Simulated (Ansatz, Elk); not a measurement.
**Bonding as seen by X-rays: YTl2Ge2**

The structure of YTl2Ge2 used here is made up (a known structure type with other elements) and was relaxed beforehand with PBEsol. The aim is the Fourier transform of its all-electron density, F(hkl), set beside the sum over free spherical atoms that refinements use.

Method: DFT, PBE, all-electron APW+lo, Dirac cores, scalar-relativistic bands, static density, no spin, in Elk 11.2.3 (patched build).

The structure was built from a prototype and need not be the compound's stable phase.

**1. Starting point**

The structure is tetragonal, space group I4/mmm (No. 139). Conventional cell: a = 4.193 Å, b = 4.193 Å, c = 14.355 Å, α = 90.00°, β = 90.00°, γ = 90.00°. Nearest to Tl lie 4 Tl at 2.96 Å and 4 Ge at 3.17 Å. Nearest to Y lie 8 Ge at 3.20 Å. Nearest to Ge lie 1 Ge at 2.42 Å and 4 Tl at 3.17 Å and 4 Y at 3.20 Å. Farther neighbours are not listed.

**2. Ground state and structure factors**

An all-electron density is needed, since X-rays see the cores too. Task 0 finds the density and task 195 Fourier-transforms it; tshift is off so that phases refer to the origin typed.

elk.in

```
tasks
  0
  195

xctype
  20

spinpol
  .false.

rgkmax
  7.0

gmaxvr
  14.0

lmaxo
  7

lmaxapw
  8

swidth
  0.002

tshift
  .false.

ramdisk
  .false.

hmaxvr
  5.5

maxscl
  120

epspot
  1e-06

sppath
  './'

avec
  -3.96142390149 3.96142390149 13.56378255603
  3.96142390149 -3.96142390149 13.56378255603
  3.96142390149 3.96142390149 -13.56378255603

atoms
  3
  'Tl.in'
  2
  0.7500000000 0.2500000000 0.5000000000   0.000000 0.000000 0.000000
  0.2500000000 0.7500000000 0.5000000000   0.000000 0.000000 0.000000
  'Y.in'
  1
  -0.0000000000 -0.0000000000 -0.0000000000   0.000000 0.000000 0.000000
  'Ge.in'
  2
  0.4155851322 0.4155851322 0.0000000000   0.000000 0.000000 0.000000
  0.5844148678 0.5844148678 -0.0000000000   0.000000 0.000000 0.000000

ngridk
  8 8 8
```

The run is started by

```
OMP_NUM_THREADS=4 elk
```

Numbers of over 12 decimals in the logs are rounded to 6 here.

Output:

```text
┌─────────────────────────┐
│ Elk code version 11.2.3 │
└─────────────────────────┘

All units are atomic (Hartree, Bohr, etc.)

┌─────────────────────────────────────────────────┐
│ Ground-state run starting from atomic densities │
└─────────────────────────────────────────────────┘

Lattice vectors :
  -3.961423901       3.961423901       13.56378256
   3.961423901      -3.961423901       13.56378256
   3.961423901       3.961423901      -13.56378256

Reciprocal lattice vectors :
  0.1560033577E-16  0.7930463217      0.2316162649
  0.7930463217      0.1560033577E-16  0.2316162649
  0.7930463217      0.7930463217      0.3868897875E-17

Unit cell volume      :    851.4192115
Brillouin zone volume :   0.2913373460

Muffin-tin inner radius fraction :   0.1000000000E-01

Nuclei treated as point charges

Species : 1 (Tl)
 parameters loaded from : Tl.in
 name : thallium
 nuclear charge    :   -81.00000000
 electronic charge :    81.00000000
 atomic mass :    372567.9643
 muffin-tin radius :    2.776149704
 number of radial points in muffin-tin :   1393
 inner part over the whole radius :   0.9917867214E-02
 number on inner part of muffin-tin    :   1000
 approximate nuclear radius :   0.1043008296E-03
 number of mesh points to nuclear radius :    525
 atomic positions (lattice), magnetic fields (Cartesian) :
  1 :  -0.25000000  0.25000000  0.50000000    0.00000000  0.00000000  0.00000000
  2 :   0.25000000 -0.25000000  0.50000000    0.00000000  0.00000000  0.00000000

Species : 2 (Y)
 parameters loaded from : Y.in
 name : yttrium
 nuclear charge    :   -39.00000000
 electronic charge :    39.00000000
 atomic mass :    162065.4503
 muffin-tin radius :    2.600000000
 number of radial points in muffin-tin :   1193
 inner part over the whole radius :   0.9871815862E-02
 number on inner part of muffin-tin    :    847
 approximate nuclear radius :   0.8135895711E-04
 number of mesh points to nuclear radius :    416
 atomic positions (lattice), magnetic fields (Cartesian) :
  1 :   0.00000000  0.00000000  0.00000000    0.00000000  0.00000000  0.00000000

Species : 3 (Ge)
 parameters loaded from : Ge.in
 name : germanium
 nuclear charge    :   -32.00000000
 electronic charge :    32.00000000
 atomic mass :    132414.6196
 muffin-tin radius :    2.264969823
 number of radial points in muffin-tin :    993
 inner part over the whole radius :   0.9918409418E-02
 number on inner part of muffin-tin    :    701
 approximate nuclear radius :   0.7637961215E-04
 number of mesh points to nuclear radius :    341
 atomic positions (lattice), magnetic fields (Cartesian) :
  1 :   0.41558513  0.41558513  0.00000000    0.00000000  0.00000000  0.00000000
  2 :  -0.41558513 -0.41558513  0.00000000    0.00000000  0.00000000  0.00000000

Total number of atoms per unit cell :    5
Total muffin-tin volume :    350.2105145
 ratio of muffin-tin to unit cell volume :   0.4113255959

Spin treatment :
 spin-unpolarised

Number of Bravais lattice symmetries :   16
Number of crystal symmetries         :   16
Crystal has inversion symmetry
Real symmetric eigensolver will be used

k-point grid :      8     8     8
k-point offset :    0.000000000       0.000000000       0.000000000
k-point set is reduced with full crystal symmetry group
Total number of k-points :       59

Muffin-tin radius times maximum |G+k| :    7.000000000
 using average radius
Maximum |G+k| for APW functions       :    2.759765043
Maximum (1/2)|G+k|²                   :    3.808151545
Maximum |G| for potential and density :    14.00000000
Constant for pseudocharge density :   10
 order of it for each species :   17  17  17
 order of it for pair densities of each species (exact exchange by exxq0 0: 18) :   12  10   7
Radial integration step length :    1

G-vector grid sizes :     70    70    70
Number of G-vectors :    39437

Maximum angular momentum used for
 APW functions            :    8
 outer part of muffin-tin :    7
 inner part of muffin-tin :    2

Total nuclear charge    :   -265.0000000
[...]
correlation                 :     -15.073168508921
 electron entropic           :    -0.10266441178152E-02
 total energy                :     -48162.975842816

Density of states at Fermi energy :    77.21272474
 (states/Hartree/unit cell)

Estimated indirect band gap :   0.9086033041E-03
 from k-point 25 to k-point 36
Estimated direct band gap   :   0.7356911359E-02
 at k-point 9

Charges :
 core                        :    188.0000000
 valence                     :    77.00000000
 interstitial                :    8.806113982
 muffin-tins (core leakage)
  species : 1 (Tl)
   atom 1                    :    79.46784420     (  0.4485861388E-04)
[...]
species : 2 (Y)
[...]
species : 3 (Ge)
[...]
total in muffin-tins        :    256.1938860
 total calculated charge     :    264.9979977
 total charge                :    265.0000000
 error                       :   0.2002287922E-02

RMS change in Kohn-Sham potential (target) :   0.2133391694     (  0.1000000000E-05)
Absolute change in total energy (target)   :   0.8159888026     (  0.1000000000E-03)

[... loops 3 to 15 left out ...]

┌──────────────────┐
│ Loop number : 16 │
└──────────────────┘

Energies :
 Fermi                       :     0.234818
 sum of occupied eigenvalues :     -29467.453070227
 electron kinetic            :      54810.083808945
 core electron kinetic       :      53977.531980872
 Coulomb                     :     -101937.85728373
 Coulomb potential           :     -82927.143180595
 nuclear-nuclear             :     -3694.9320642878
 electron-nuclear            :     -113630.32241649
 Hartree                     :      15387.397197056
 Madelung                    :     -60474.285693429
 xc potential                :     -1350.3936985763
 exchange                    :     -1018.1662362468
 correlation                 :     -15.079895010378
 electron entropic           :    -0.11983496436493E-02
 total energy                :     -48161.020804388

Density of states at Fermi energy :    94.08773160
 (states/Hartree/unit cell)

Estimated indirect band gap :   0.6890084700E-03
 from k-point 43 to k-point 52
Estimated direct band gap   :   0.2052165954E-02
 at k-point 52

Charges :
 core                        :    188.0000000
 valence                     :    77.00000000
 interstitial                :    8.607854348
 muffin-tins (core leakage)
  species : 1 (Tl)
[...]
species : 2 (Y)
[...]
species : 3 (Ge)
[...]
total in muffin-tins        :    256.3921457
 total calculated charge     :    264.9979813
 total charge                :    265.0000000
 error                       :   0.2018709946E-02

RMS change in Kohn-Sham potential (target) :   0.6521128285E-07 (  0.1000000000E-05)
Absolute change in total energy (target)   :   0.6096222205E-04 (  0.1000000000E-03)

Convergence targets achieved

┌──────────────────┐
│ Loop number : 17 │
└──────────────────┘

Energies :
 Fermi                       :     0.234818
 sum of occupied eigenvalues :     -29467.453069785
 electron kinetic            :      54810.083808159
 core electron kinetic       :      53977.531981379
 Coulomb                     :     -101937.85728339
 Coulomb potential           :     -82927.143178075
 nuclear-nuclear             :     -3694.9320642878
 electron-nuclear            :     -113630.32241837
 Hartree                     :      15387.397199266
 Madelung                    :     -60474.285694357
 xc potential                :     -1350.3936998695
 exchange                    :     -1018.1662362808
 correlation                 :     -15.079895004546
 electron entropic           :    -0.11983497161983E-02
 total energy                :     -48161.020804871

Density of states at Fermi energy :    94.08774075
 (states/Hartree/unit cell)

Estimated indirect band gap :   0.6890102075E-03
 from k-point 43 to k-point 52
Estimated direct band gap   :   0.2052163773E-02
 at k-point 52

Charges :
 core                        :    188.0000000
 valence                     :    77.00000000
 interstitial                :    8.607854110
 muffin-tins (core leakage)
  species : 1 (Tl)
[...]
species : 2 (Y)
   atom 1                    :    36.66265226     (  0.8468291597E-05)
  species : 3 (Ge)
   atom 1                    :    30.16860664     (  0.7172940711E-03)
   atom 2                    :    30.16860664     (  0.7172940711E-03)
 total in muffin-tins        :    256.3921459
 total calculated charge     :    264.9979813
 total charge                :    265.0000000
 error                       :   0.2018709961E-02

┌──────────────────────────────┐
│ Self-consistent loop stopped │
└──────────────────────────────┘

Warning : core states of species 3 leak from the muffin-tin :   0.7172940711E-03

Wrote STATE.OUT
```

Run time: 66 s. Hardware: 4 threads of Intel Xeon Platinum 8375C at 2.90GHz (Ice Lake), shared host; peak memory 0.31 GiB.

SFACRHO.OUT:

```text

h k l indices transformed by vhmat matrix:
   1.000000000       0.000000000       0.000000000    
   0.000000000       1.000000000       0.000000000    
   0.000000000       0.000000000       1.000000000    

      h      k      l  multipl.   |H|            Re(F)            Im(F)           |F|

      0      0      0      1   0.0000000       265.00000     -0.77128527E-16   265.00000    
     -1     -1      1      2  0.46323253      -90.399393      0.20677677E-13   90.399393    
      1      0      0      8  0.82617708      -15.419482      0.73848845E-14   15.419482    
      2      2     -2      2  0.92646506       151.64520      0.35447445E-13   151.64520    
      1      2     -2      8   1.0543895       33.591806     -0.59079076E-14   33.591806    
      0      0     -1      4   1.1215369      -57.228508     -0.16741523E-13   57.228508    
     -1     -1      0      8   1.2134370       197.28130     -0.17723723E-13   197.28130    
      3      3     -3      2   1.3896976      -156.09019     -0.20197659E-12   156.09019    
     -3     -2      2      8   1.4035935       74.489835      0.39878376E-13   74.489835    
      2      2     -1      8   1.4547104      -130.51223     -0.79756752E-13   130.51223    
      1     -1      1      4   1.5860926       208.19838     -0.17691263E-13   208.19838    
      0     -2      2      8   1.6523542      -77.982605      0.38401399E-13   77.982605    
      4      2     -3      8   1.7858064       108.29371      0.18499136E-12   108.29371    
      0      1      1     16   1.7883675      -11.987885      0.11815815E-13   11.987885    
      4      3     -4      8   1.8048770       66.279317     -0.67940937E-13   66.279317    
      1      3     -3      8   1.8368526       128.92998      0.12406606E-12   128.92998    
      4      4     -4      2   1.8529301       131.84928      0.64986983E-13   131.84928    
      2      1      0     16   1.9045806       27.984184     -0.29539538E-14   27.984184
```

Elk indexes on the primitive cell of elk.in and gives |H| = 4π sin θ/λ in inverse bohr. Below, one row stands for each form hkl of the conventional cell (m members, Friedel mates merged), F is for one primitive cell and the density is static (no thermal factor). Free-atom factors are Waasmaier and Kirfel's, and R is Σm||F|−|F'||/Σm|F|.

| hkl | m | sin θ/λ (Å⁻¹) | abs F, DFT | neutral atoms | diff. |
| --- | --- | --- | --- | --- | --- |
| 002 | 2 | 0.070 | 90.399 | 90.657 | -0.257 |
| 101 | 8 | 0.124 | 15.419 | 15.133 | +0.287 |
| 004 | 2 | 0.139 | 151.645 | 151.690 | -0.045 |
| 103 | 8 | 0.159 | 33.592 | 33.596 | -0.004 |
| 110 | 4 | 0.169 | 57.228 | 57.268 | -0.039 |
| 112 | 8 | 0.182 | 197.281 | 197.539 | -0.258 |
| 006 | 2 | 0.209 | 156.090 | 156.372 | -0.282 |
| 105 | 8 | 0.211 | 74.490 | 74.566 | -0.076 |
| 114 | 8 | 0.219 | 130.512 | 130.830 | -0.318 |
| 200 | 4 | 0.238 | 208.198 | 208.817 | -0.619 |
| 202 | 8 | 0.248 | 77.983 | 77.993 | -0.010 |
| 116 | 8 | 0.269 | 108.294 | 108.123 | +0.171 |
| 211 | 16 | 0.269 | 11.988 | 12.249 | -0.261 |
| 107 | 8 | 0.271 | 66.279 | 66.467 | -0.187 |

**3. The highest occupied states alone**

An energy window below the Fermi level keeps the highest occupied states, to see at which angles they scatter; shallow core shells can lie inside it and anion s states outside. No new self-consistency is needed.

elk.in: that of step 2 with these lines changed.

```diff
@@ -1,3 +1,2 @@
 tasks
-  0
   195
@@ -40,2 +39,5 @@
 
+wsfac
+  -0.206170 0.534820
+
 sppath
```

The run is started by

```
OMP_NUM_THREADS=4 elk
```

Output:

```text
┌─────────────────────────────────┐
│ Elk code version 11.2.3 started │
└─────────────────────────────────┘

Info(readinput): the functional depends on the density's gradient
 muffin-tin radial points multiplied by    2.00000
 (not where nrmtscf is given)

┌────────────────────┐
│ Current task : 195 │
└────────────────────┘
Info(checkmt): changed muffin-tin radius of species 1 (Tl) from   2.8000 to   2.7761
Info(checkmt): changed muffin-tin radius of species 3 (Ge) from   2.4000 to   2.2650

Info(sfacrho): density structure factors written to SFACRHO.OUT

 Energy window :  -0.2061700000      0.5348200000

┌──────────────────┐
│ Elk code stopped │
└──────────────────┘
```

The job ended after 14 s (4 threads; peak memory 0.22 GiB; 19 s of CPU time).

States within 12 eV below the Fermi level hold 33.81 electrons; any levels below the window count with the cores, and a count that is not whole means the window cuts a band. Their amplitudes can exceed the total, where window and core parts have opposite phase:

| hkl | sin θ/λ (Å⁻¹) | abs F, window | abs F, all |
| --- | --- | --- | --- |
| 002 | 0.070 | 14.695 | 90.399 |
| 101 | 0.124 | 2.780 | 15.419 |
| 004 | 0.139 | 12.289 | 151.645 |
| 103 | 0.159 | 0.263 | 33.592 |
| 110 | 0.169 | 9.712 | 57.228 |
| 112 | 0.182 | 11.155 | 197.281 |
| 006 | 0.209 | 8.396 | 156.090 |
| 105 | 0.211 | 0.736 | 74.490 |
| 114 | 0.219 | 7.872 | 130.512 |
| 200 | 0.238 | 6.965 | 208.198 |

**4. Another functional**

The difference from free atoms is small, so it is set against the change that LDA (Perdew-Wang) makes.

elk.in: that of step 3 with these lines changed.

```diff
@@ -1,2 +1,3 @@
 tasks
+  0
   195
@@ -4,3 +5,3 @@
 xctype
-  20
+  3
 
@@ -39,5 +40,2 @@
 
-wsfac
-  -0.206170 0.534820
-
 sppath
```

The run is started by

```
OMP_NUM_THREADS=4 elk
```

Output:

```text
┌─────────────────────────┐
│ Elk code version 11.2.3 │
└─────────────────────────┘

All units are atomic (Hartree, Bohr, etc.)

┌─────────────────────────────────────────────────┐
│ Ground-state run starting from atomic densities │
└─────────────────────────────────────────────────┘

Lattice vectors :
  -3.961423901       3.961423901       13.56378256
   3.961423901      -3.961423901       13.56378256
   3.961423901       3.961423901      -13.56378256

Reciprocal lattice vectors :
  0.1560033577E-16  0.7930463217      0.2316162649
[...]
species : 1 (Tl)
[...]
species : 2 (Y)
[...]
species : 3 (Ge)
   atom 1                    :    30.18708278     (  0.7336730072E-03)
   atom 2                    :    30.18708278     (  0.7336730072E-03)
 total in muffin-tins        :    256.4641506
 total calculated charge     :    264.9979490
 total charge                :    265.0000000
 error                       :   0.2050970878E-02

┌──────────────────────────────┐
│ Self-consistent loop stopped │
└──────────────────────────────┘

Warning : core states of species 3 leak from the muffin-tin :   0.7336730072E-03

Wrote STATE.OUT
[key lines of the parts left out:]
total energy                :     -48129.397309731
```

Elapsed: 40 s, on 4 threads; peak memory 0.24 GiB.

Against the first run R = 0.02 %; the largest change is -0.044 at 220.

**5. Basis size**

A smaller basis shows how fast F responds to it; the change is likely larger than the basis error of the first run, but doesn't show convergence.

elk.in: that of step 4 with these lines changed.

```diff
@@ -5,3 +5,3 @@
 xctype
-  3
+  20
 
@@ -11,3 +11,3 @@
 rgkmax
-  7.0
+  5.5
```

The run is started by

```
OMP_NUM_THREADS=4 elk
```

Output:

```text
┌─────────────────────────┐
│ Elk code version 11.2.3 │
└─────────────────────────┘

All units are atomic (Hartree, Bohr, etc.)

┌─────────────────────────────────────────────────┐
│ Ground-state run starting from atomic densities │
└─────────────────────────────────────────────────┘

Lattice vectors :
  -3.961423901       3.961423901       13.56378256
   3.961423901      -3.961423901       13.56378256
   3.961423901       3.961423901      -13.56378256

Reciprocal lattice vectors :
  0.1560033577E-16  0.7930463217      0.2316162649
[...]
species : 1 (Tl)
[...]
species : 2 (Y)
[...]
species : 3 (Ge)
   atom 1                    :    30.13332902     (  0.7277522235E-03)
   atom 2                    :    30.13332902     (  0.7277522235E-03)
 total in muffin-tins        :    256.2122727
 total calculated charge     :    264.9982710
 total charge                :    265.0000000
 error                       :   0.1728982841E-02

┌──────────────────────────────┐
│ Self-consistent loop stopped │
└──────────────────────────────┘

Warning : core states of species 3 leak from the muffin-tin :   0.7277522235E-03

Wrote STATE.OUT
[key lines of the parts left out:]
total energy                :     -48160.823715303
```

It took 56 s on 4 threads; peak memory 0.3 GiB; 2.6 min of CPU time.

Against the first run R = 0.02 %; the largest change is +0.094 at 220.

**6. Settings against the effect**

| run | R against the first run (%) | R against neutral atoms, low angle (%) | wall time |
| --- | --- | --- | --- |
| PBE, rgkmax 7 | 0.00 | 0.21 | 66 s |
| LDA (Perdew-Wang) | 0.02 | 0.21 | 40 s |
| rgkmax 5.5 | 0.02 | 0.20 | 56 s |

**7. Outcome**

* R against neutral atoms, sin θ/λ < 0.3 Å⁻¹: 0.21 %
* R against neutral atoms, 0.3 to 0.72 Å⁻¹: 0.09 %

**Reading.** Independent neutral atoms miss the calculated amplitudes by R = 0.21 % below 0.3 Å⁻¹ and 0.09 % from there to 0.72 Å⁻¹; by shells, 0.48 % below 0.15 Å⁻¹ (3 forms), 0.19 % 0.15 to 0.3 (14 forms), 0.11 % 0.3 to 0.45 (27 forms), 0.09 % above 0.45 (105 forms). Bonding, aspherical density and the tables' own atoms all enter these figures, and the runs don't part them. The largest change of an amplitude is -0.62 electrons, at 200. The window's part falls from 33.8 electrons at the origin to at most 1.05 between 0.45 and 0.72 Å⁻¹, where compact states inside the window still scatter. The window holds more than the 17 outer electrons of the free atoms, so shallow core shells lie inside it. Below 0.3 Å⁻¹ the changes that finished (LDA (Perdew-Wang) and rgkmax 5.5) move F by R = 0.02 % at most, against the 0.21 % that separates it from free atoms. The k-mesh has no finished test. Spin-orbit coupling is left out, which can matter for elements this heavy. Part of the difference isn't bonding: the tables are fits to free atoms and ions calculated by other methods than this functional. Thermal motion, anomalous dispersion and extinction are left out.

[Logs are printed without paths, hosts, clocks, repeated set-up lines and the standing remarks that a program may print on its own settings, such as how far it seeks lower states.]

[Hosts, paths, dates, database ids (printed as entryN), source tags and the programs' standing remarks are cut or masked in the printed files.]
